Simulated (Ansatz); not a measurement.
An input for Ansatz 0.2.0 (Si3N4 (P6_3/m)):

```yaml
crystal:
  lattice:
    - [7.6044, 0.0, 0.0]
    - [-3.8022, 6.5856035805, 0.0]
    - [0.0, 0.0, 2.9063]
  atoms:
    - { symbol: Si, position: [0.768477, 0.174557, 0.25] }
    - { symbol: Si, position: [0.59392, 0.768477, 0.75] }
    - { symbol: Si, position: [0.825443, 0.59392, 0.25] }
    - { symbol: Si, position: [0.231523, 0.825443, 0.75] }
    - { symbol: Si, position: [0.40608, 0.231523, 0.25] }
    - { symbol: Si, position: [0.174557, 0.40608, 0.75] }
    - { symbol: "N", position: [0.0305, 0.33024, 0.25] }
    - { symbol: "N", position: [0.70026, 0.0305, 0.75] }
    - { symbol: "N", position: [0.66976, 0.70026, 0.25] }
    - { symbol: "N", position: [0.9695, 0.66976, 0.75] }
    - { symbol: "N", position: [0.29974, 0.9695, 0.25] }
    - { symbol: "N", position: [0.33024, 0.29974, 0.75] }
    - { symbol: "N", position: [0.6666666667, 0.3333333333, 0.25] }
    - { symbol: "N", position: [0.3333333333, 0.6666666667, 0.75] }
  host: atoms
kpoints:
  mp_grid: { grid: [3, 3, 6] }
  band_path:
    path:
      - [0.0, 0.0, 0.0]
      - [0.5, 0.0, 0.0]
      - [0.33333333, 0.33333333, 0.0]
      - [0.0, 0.0, 0.5]
      - [0.5, 0.0, 0.5]
      - [0.33333333, 0.33333333, 0.5]
      - [0.0, 0.0, 0.15]
    npoints: 1
hamiltonian:
  xc:
    exchange: pbe
    correlation: pbe
    exx: { coeff: inverse_dielectric }
  pseudopotentials: { kind: paw, azcp: { folder: soft_1 } }
scf:
  occupations: { method: fixed }
  n_extra_bands: 8
output:
  eigenvalues: true
  write_density: true
  write_potential: true
  elf: true
  volumetric_format: npy
```

```sh
ansatz run input.yaml --threads 2 --pin off --max-ram 73728MiB --backend cuda --events-out ev --progress --plain --runs-dir out --devices 1 --max-vram 13GiB
```

How long will it take on 1 × NVIDIA H100 80GB HBM3 (shared by 6 runs) with 2 threads of AMD EPYC 7R13 (Zen 3), shared host, and how much memory?

It took 1.9 min; on shared hardware allow 57 s to 3.8 min. Peak host memory was 3.4 GiB. The sizes that set the cost: 2823 plane waves a state, 12 irreducible k points and 15 SCF cycles.

Exact exchange couples every pair of k points and filled bands, so it costs far more than a semilocal run.

[Paths, hosts, dates, memory and timing lines, banners, echoed tables and standing remarks are left out of the program output.]

[Logs are printed without paths, hosts, clocks, repeated set-up lines and the standing remarks that a program may print on its own settings, such as how far it seeks lower states.]

[Runs of the session that timed out or met a known fault of the program may be left out.]

[Cells called generated may have been cut or substituted from an entry of the Crystallography Open Database or the Materials Project.]

[Hosts, paths, dates, database ids (printed as entryN), source tags and the programs' standing remarks are cut or masked in the printed files.]
